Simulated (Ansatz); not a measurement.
**ZrSi2P4 monolayer in a perpendicular field**

What dipole does a perpendicular field induce in the ZrSi2P4 monolayer? A positive field points along +c.

Method: plane-wave DFT, PBE-D3(BJ), Ansatz PAW, in Ansatz 0.2.0.

This is a report of a sequence of runs, with most program output left out.

## (1) Set-up

The cell holds 7 atoms: 4 P, 2 Si and 1 Zr. Its edges and angles: a = 3.480 Å, b = 3.480 Å, c = 48.788 Å, α = 90.0°, β = 90.0°, γ = 120.0°. Vacuum lies along c.

## (2) Relaxing the slab

The starting cell is a guess, so the in-plane lattice and the atoms are relaxed first, with the slab cut off from its images along the normal.

The input, input.yaml:

```yaml
crystal:
  lattice:
    - [3.48, 0.0, 0.0]
    - [-1.74, 3.0137684052, 0.0]
    - [0.0, 0.0, 48.7875290589]
  atoms:
    - { symbol: P, position: [0.0, 0.0, 0.4089159747] }
    - { symbol: Si, position: [0.3333333333, 0.6666666667, 0.4221250417] }
    - { symbol: P, position: [0.3333333333, 0.6666666667, 0.465373799] }
    - { symbol: Zr, position: [0.0, 0.0, 0.5] }
    - { symbol: P, position: [0.3333333333, 0.6666666667, 0.534626201] }
    - { symbol: Si, position: [0.3333333333, 0.6666666667, 0.5778749583] }
    - { symbol: P, position: [0.0, 0.0, 0.5910840253] }
  periodic: [true, true, false]
kpoints:
  mp_grid: { grid: [12, 12, 1] }
hamiltonian:
  xc: pbe
  dispersion: d3bj
scf:
  occupations: { method: fermi_dirac, width: 0.05 }
  convergence: { dr2_threshold: 1.0e-09 }
relax:
  f_tol: 0.004
  max_steps: 90
  cell: {}
output:
  write_potential: true
  write_density: true
  volumetric_format: npy
```

On the command line:

```
$ ansatz run input.yaml --threads 2 --pin off --max-ram 3072MiB --backend cpu --events-out ev --progress --plain --runs-dir out
```

The job ended after 1.9 min (2 threads of Arm Neoverse V1, shared host; peak memory 0.76 GiB; 3.7 min of CPU time).

The steps of the relaxation:

```
step  energy less that of the first step (eV)  largest force component (eV/Å)  volume (Å³)
   1                                   0.0000                          3.5313       511.68
   2                                  -1.5546                          1.2657       518.65
   3                                  -1.7912                          0.2528       527.66
   4                                  -1.8118                          0.1333       539.50
   5                                  -1.8132                          0.0134       540.67
   6                                  -1.8133                          0.0011       540.77
  7*                                  -1.8148                          0.0013       540.77
```

Relaxation steps marked * repeat the geometry before them on a plane-wave basis chosen anew for their cell, so energy and pressure can jump there.

The run keeps the 12 symmetry operations that it works with, so distortions that break them were not tested.

```
cell as run  before  after  change
      a (Å)   3.480  3.578  +2.8 %
      b (Å)   3.480  3.578  +2.8 %
```

The atoms that moved most (Å, along periodic axes as changes of fractional coordinates times the final cell, across vacuum about the mean position):

```
atom     dx     dy      dz  length
  P7  0.000  0.000   0.334   0.334
  P1  0.000  0.000  -0.334   0.334
  P3  0.000  0.000   0.122   0.122
  P5  0.000  0.000  -0.122   0.122
```

The relaxed structure:

```cif
data_structure
_symmetry_space_group_name_H-M 'P 1'
_symmetry_Int_Tables_number 1
_cell_length_a 3.5775
_cell_length_b 3.5775
_cell_length_c 48.7875
_cell_angle_alpha 90.000
_cell_angle_beta 90.000
_cell_angle_gamma 120.000
_cell_volume 540.77
loop_
_atom_site_label
_atom_site_type_symbol
_atom_site_fract_x
_atom_site_fract_y
_atom_site_fract_z
_atom_site_occupancy
P1 P 0.00000 0.00000 0.40207 1
Si2 Si 0.33333 0.66667 0.42220 1
P3 P 0.33333 0.66667 0.46788 1
Zr4 Zr 0.00000 0.00000 0.50000 1
P5 P 0.33333 0.66667 0.53212 1
Si6 Si 0.33333 0.66667 0.57780 1
P7 P 0.00000 0.00000 0.59793 1
```

This step gave:

```yaml
energy_at_zero_smearing: -8483.0649 eV
```

The lattice constant a goes from 3.480 to 3.578 Å.

## (3) Single point, field 0

A sawtooth potential applies the field, turning back in the middle of the vacuum. With the dipole correction the typed value is the field outside the slab. The induced dipole is small, so the SCF threshold is tight.

The cell differs from the one that the last finished run ended in (c 48.788 → 27.556 Å).

The input, input.yaml:

```yaml
crystal:
  lattice:
    - [3.5775461329, 0.0, 0.0]
    - [-1.7887730665, 3.0982458343, 0.0]
    - [0.0, 0.0, 27.5558370598]
  atoms:
    - { symbol: P, position: [0.0, 0.0, 0.3266095666] }
    - { symbol: Si, position: [0.3333333333, 0.6666666667, 0.3622576149] }
    - { symbol: P, position: [0.3333333333, 0.6666666667, 0.4431244185] }
    - { symbol: Zr, position: [0.0, 0.0, 0.5] }
    - { symbol: P, position: [0.3333333333, 0.6666666667, 0.5568755815] }
    - { symbol: Si, position: [0.3333333333, 0.6666666667, 0.6377423851] }
    - { symbol: P, position: [0.0, 0.0, 0.6733904334] }
kpoints:
  mp_grid: { grid: [18, 18, 1] }
  band_path:
    path: [[0, 0, 0], [0.5, 0, 0], [0.33333333, 0.33333333, 0], [0, 0, 0]]
    npoints: 16
hamiltonian:
  xc: pbe
  dispersion: d3bj
scf:
  occupations: { method: fermi_dirac, width: 0.02585 }
  convergence: { dr2_threshold: 1.0e-10 }
efield:
  axis: 3
  dipole_correction: true
  ramp_position: 0.97
  ramp_width: 0.06
  amplitude: 0
output:
  dos: { projected: true, e_range: [-6, 5] }
  write_potential: true
  write_density: true
  volumetric_format: npy
  elf: true
```

It took 33 s on 2 threads; peak memory 0.68 GiB; 66 s of CPU time.

This step gave:

* energy at zero smearing: -8483.0692 eV
* work function, upper face: 5.540 eV
* dipole along the normal: 3.51e-6 e·Å

Running mean over a fixed 2.7 Å (it still follows the layers) of the planar mean; the ramp of the sawtooth is left out. Electron's electrostatic potential energy less the Fermi level against z:

```
z (Å)  electron's electrostatic potential energy less the Fermi level (eV)
    4                                                                 5.54
    5                                                                 5.54
    6                                                                 5.49
    7                                                                 4.68
    8                                                               -0.392
    9                                                                -5.98
   10                                                                -6.45
   11                                                                -4.34
   12                                                                -3.86
   13                                                                -8.64
   14                                                                -8.63
   15                                                                -6.73
   16                                                                -3.56
   17                                                                -4.94
   18                                                                -7.10
   19                                                                -3.74
   20                                                                 2.31
   21                                                                 5.30
   22                                                                 5.53
   23                                                                 5.54
   24                                                                 5.54
```

The density of states has structure finer than the step of the table below, so its rows give means over 0.25 eV, whole bins alone (the curve runs from -6 to 1.99 eV). Peaks (eV: height): -4.680: 11.7, -4.460: 11.1, -3.900: 8.17, -3.410: 7.77, -1.810: 7.49, -0.900: 10.6, -0.710: 7.70.

The density of states by energy, zero at the Fermi level; means over each step:

```
energy (eV)  density of states (states/eV a cell)
      -5.75                                 0.376
      -5.50                                 0.363
      -5.25                                 0.416
      -5.00                                  1.25
      -4.75                                  2.95
      -4.50                                  5.34
      -4.25                                  1.76
      -4.00                                  4.84
      -3.75                                  2.93
      -3.50                                  3.86
      -3.25                                  5.11
      -3.00                                  4.32
      -2.75                                  3.91
      -2.50                                  3.99
      -2.25                                  3.90
      -2.00                                  4.82
      -1.75                                  5.66
      -1.50                                  4.61
      -1.25                                  3.64
      -1.00                                  7.02
      -0.75                                  4.70
      -0.50                                  3.79
      -0.25                                  1.86
       0.00                                 0.899
       0.25                                  1.84
       0.50                                  3.00
       0.75                                  1.82
       1.00                                 0.639
       1.25                                 0.305
       1.50                                  1.02
       1.75                                  1.44
```

Projected DOS per atom over height of the atomic layer and energy from the Fermi level. Layers: P Si P Zr P Si P from below.

Values in states/eV, 22 rows by 7 columns, each cell a mean:
```
0.24 0.30 0.01 0.05 0.01 0.30 0.24
0.13 0.16 0.01 0.03 0.01 0.16 0.13
0.02 0.02 0.03 0.38 0.03 0.02 0.02
0.10 0.07 0.09 1.24 0.09 0.07 0.10
0.09 0.09 0.18 1.71 0.18 0.09 0.09
0.04 0.02 0.25 0.45 0.25 0.02 0.04
0.16 0.02 0.75 0.68 0.75 0.02 0.16
0.45 0.04 1.43 1.11 1.43 0.04 0.45
1.19 0.12 1.22 1.06 1.22 0.12 1.19
0.89 0.23 0.60 0.66 0.60 0.23 0.89
1.28 0.34 0.81 0.75 0.81 0.34 1.28
0.76 0.32 0.66 0.43 0.66 0.32 0.76
0.63 0.40 0.65 0.50 0.65 0.40 0.63
0.74 0.59 0.53 0.53 0.53 0.59 0.74
0.70 0.56 0.85 0.68 0.85 0.56 0.70
0.43 0.36 0.44 0.30 0.44 0.36 0.43
0.61 0.65 0.84 0.59 0.84 0.65 0.61
0.47 0.53 0.49 0.35 0.49 0.53 0.47
0.47 0.46 0.36 0.17 0.36 0.46 0.47
0.19 0.18 0.06 0.03 0.06 0.18 0.19
0.08 0.07 0.03 0.01 0.03 0.07 0.08
0.08 0.07 0.02 0.01 0.02 0.07 0.08
```
Columns: height of the atomic layer (Å) from 9 to 18.6 (not evenly spaced); rows upwards: energy from the Fermi level (eV) from -5.96 to 1.96.

The electronic bands at the labelled points (eV, zero at the Fermi level):

```
  point  band 17  band 18  band 19  band 20  band 21  band 22  band 23  band 24
      Γ    -0.98    -0.91     0.04     0.04     0.70     2.57     2.70     2.90
halfway    -1.48    -1.01    -0.79    -0.53     0.37     1.93     2.01     3.07
      M    -1.46    -1.36    -1.30    -0.12     0.02     1.38     1.41     2.71
halfway    -2.00    -1.59    -1.06    -0.68     0.67     2.48     2.69     3.07
      K    -2.49    -2.36    -1.16    -0.41     1.30     2.25     2.26     2.88
halfway    -1.79    -1.12    -0.81    -0.69     0.45     2.59     3.12     3.18
      Γ    -0.98    -0.91     0.04     0.04     0.70     2.57     2.70     2.90
```

Valence density in the ca plane at fractional y = 0.667, with atoms of Si and P within 0.2 Å of it. It is the smooth field of the valence electrons, not physical close to the nuclei.

Ten even steps from '0' (0.00 e/Å³) to '9' (0.76 e/Å³), each cell a mean:
```
00000000000000000012344321001122244322211001
00000000000000000012344311000112245422110001
00000000000000000012344321111233333333321111
00000000000000000001245543234676422356764323
00000000000000000001235434568789632379778654
00000000000000000000133115899227732476149974
00000000000000000000134225789448732478459864
00000000000000000001245544446898532368976444
00000000000000000001345432123454332334532112
```
Columns run along c (16.0 Å, from fractional 0.05 to 0.63 of the cell), rows up along a (3.6 Å). Atoms in or near the plane, at fractional coordinates: Si at (0.36, 0.33), P at (0.44, 0.33), P at (0.56, 0.33).

ELF in the ca plane at fractional y = 0.667, with atoms of Si and P within 0.2 Å of it. It is the smooth field of the valence electrons, not physical close to the nuclei.

Ten even steps from '0' (0.00) to '9' (0.91), each cell a mean:
```
00000000000000014677777642112443112113432112
00000000000000024688766531001221122112221002
00000000000000012467778753224675211136764223
00000000000000000124578865567899621379987655
00000000000000000001366436897458842587458985
00000000000000000001232336996003742572018995
00000000000000000001343336997115742574028995
00000000000000000012478756788789731489878875
00000000000000001345678864346887411258876434
```
Columns run along c (16.0 Å, from fractional 0.05 to 0.63 of the cell), rows up along a (3.6 Å). Atoms in or near the plane, at fractional coordinates: Si at (0.36, 0.33), P at (0.44, 0.33), P at (0.56, 0.33).

Electrostatic potential energy in the ca plane at fractional y = 0.667, with atoms of Si and P within 0.2 Å of it. With pseudopotentials it is smooth inside the atoms' cores, unlike the true potential.

Ten even steps from '0' (-62 eV) to '9' (6 eV), each cell a mean:
```
99999999998889999999998878899999999988899999
99999999998889999999998777899999999988899999
99999999999888999999998888899999999888999999
99999999999887789987788888887789987788999999
99999999999852258852148999841268842258999999
99999999999720027730017998610037720037999999
99999999999730037740027999720047730037999999
99999999999875578875468999864578865578999999
99999999999888889998888888888899988888999999
```
Columns run along c (16.0 Å, from fractional 0.18 to 0.76 of the cell; values clipped at the 3rd and 97th percentile), rows up along a (3.6 Å). Atoms in or near the plane, at fractional coordinates: Si at (0.36, 0.33), P at (0.44, 0.33), P at (0.56, 0.33), Si at (0.64, 0.33).

The work function of the upper face is 5.54 eV.

## (4) Single point, field 0.1 V/Å

input.yaml: that of step 3 with these lines changed.

```diff
@@ -29,5 +29,4 @@
   ramp_width: 0.06
-  amplitude: 0
+  amplitude: 0.1
 output:
-  dos: { projected: true, e_range: [-6, 5] }
   write_potential: true
@@ -35,2 +34 @@
   volumetric_format: npy
-  elf: true
```

It took 35 s on 2 threads; peak memory 0.67 GiB.

The dipole is 0.0704 e·Å.

## (5) Atoms held, field -0.1 V/Å

input.yaml: that of step 4 with these lines changed.

```diff
@@ -29,3 +29,3 @@
   ramp_width: 0.06
-  amplitude: 0.1
+  amplitude: -0.1
 output:
```

The job ended after 35 s (2 threads; peak memory 0.67 GiB; 69 s of CPU time).

The dipole is -0.0704 e·Å.

## (6) Response, atoms held

This step: plane-wave DFT, PBE-D3(BJ), Ansatz PAW; response to a field along the normal, atoms held (Ansatz 0.2.0).

The dipoles give the slope, and the difference of two potentials shows where the field is screened.

Numbers from this step:

- equivalent conductor thickness p/(ε₀AE): 11.49 Å
- distance between the outer atoms: 9.556 Å

The dipole of the cell by applied field:

```
applied field (V/Å)  dipole of the cell (e·Å)
            -0.1000                   -0.0704
             0.0000                    3.5e-6
             0.1000                    0.0704
```

Local field over the applied field, running mean. From the potentials at -0.1 and 0.1 V/Å; running mean over 2.5 Å. The local field over applied field by z:

```
z (Å)  local field over applied field
  4.5                           0.998
  5.0                           0.995
  5.5                           0.986
  6.0                           0.960
  6.5                           0.899
  7.0                           0.782
  7.5                           0.617
  8.0                           0.440
  8.5                           0.266
  9.0                           0.134
  9.5                          0.0788
 10.0                          0.0703
 10.5                          0.0707
 11.0                          0.0775
 11.5                          0.0669
 12.0                          0.0393
 12.5                          0.0294
 13.0                          0.0306
 13.5                          0.0238
 14.0                          0.0231
 14.5                          0.0303
 15.0                          0.0296
 15.5                          0.0367
 16.0                          0.0639
 16.5                          0.0779
 17.0                          0.0714
 17.5                          0.0701
 18.0                          0.0767
 18.5                           0.124
 19.0                           0.248
 19.5                           0.420
 20.0                           0.598
 20.5                           0.765
 21.0                           0.889
 21.5                           0.956
 22.0                           0.984
 22.5                           0.995
 23.0                           0.998
```

The induced electron density oscillates, so the rows of the table below give means over windows of 0.5 Å about each position, cut where the curve ends. Its maxima inside the range that stand out by 2 % of the span (Å: e/Å³ per V/Å): 7.89: 0.00358, 9.33: 9.2e-4, 11.05: 7.4e-4, 12.20: 7.7e-4, 14.35: 0.00106, 15.93: -2.0e-4, 17.37: 0.00152, 18.66: -5.5e-4. Its minima: 8.90: 5.5e-4, 10.19: -0.00152, 11.63: 2.0e-4, 13.20: -0.00106, 15.36: -7.7e-4, 16.50: -7.4e-4, 18.23: -9.2e-4, 19.66: -0.00358.

Electrons, planar mean, per unit field. Induced electron density against z; means over each step:

z (Å), induced electron density (e/Å³ per V/Å) and a bar from the least value:
```
      4.5    0.00001 ###############
      5.0    0.00002 ###############
      5.5    0.00007 ###############
      6.0    0.00020 ################
      6.5    0.00053 #################
      7.0    0.00133 #####################
      7.5    0.00265 ###########################
      8.0    0.00341 ##############################
      8.5    0.00178 #######################
      9.0    0.00070 ##################
      9.5    0.00048 #################
     10.0   -0.00118 ##########
     10.5   -0.00053 #############
     11.0    0.00063 ##################
     11.5    0.00035 ################
     12.0    0.00052 #################
     12.5    0.00043 #################
     13.0   -0.00071 ############
     13.5   -0.00062 ############
     14.0    0.00051 #################
     14.5    0.00080 ##################
     15.0   -0.00033 #############
     15.5   -0.00057 ############
     16.0   -0.00032 #############
     16.5   -0.00064 ############
     17.0    0.00033 ################
     17.5    0.00126 ####################
     18.0   -0.00031 ##############
     18.5   -0.00073 ############
     19.0   -0.00152 ########
     19.5   -0.00335 
     20.0   -0.00283 ##
     20.5   -0.00144 ########
     21.0   -0.00060 ############
     21.5   -0.00022 ##############
     22.0   -0.00008 ###############
     22.5   -0.00002 ###############
     23.0   -0.00001 ###############
```

By hand: between -0.1 and 0.1 V/Å the dipole changes by 0.1408 e·Å, a slope of 0.7038 e·Å²/V. A perfect conductor of thickness t has p = ε₀AEt, so t = 180.95 × 0.7038 / 11.084 = 11.49 Å (e/ε₀ = 180.95 V·Å, A in Å²).

The induced dipole is that of a conductor 11.49 Å thick.

## (7) What came out

| Property | Result |
| --- | --- |
| gap without field | none |
| work function, upper face | 5.54 eV |
| equivalent conductor thickness, atoms held | 11.5 Å |

What this shows: The induced dipole equals that of a perfect conductor 11.49 Å thick, while the outer atoms lie 9.56 Å apart. There is no gap over 0.03 eV, with or without the field. The main runs have no spin polarisation; a magnetic state could lie lower and would change these results. Spin-orbit coupling is left out. The outer anions sit over the metal atoms, one of several polytypes of such layers and not the lowest for every compound.

[Logs are printed without paths, hosts, clocks, repeated set-up lines and the standing remarks that a program may print on its own settings, such as how far it seeks lower states.]

[Hosts, paths, dates, database ids (printed as entryN), source tags and the programs' standing remarks are cut or masked in the printed files.]

[Maps of the electrostatic potential energy from Ansatz leave out the sawtooth potential of an applied field or a dipole correction, so their vacuum need not be flat; planar profiles and work functions include it.]

[The density of states shown here was stored with 400 of the rows of the run's finer table, so its peaks can read low, often by over a quarter, or be missed, and its means over a window can be off by a tenth or more.]
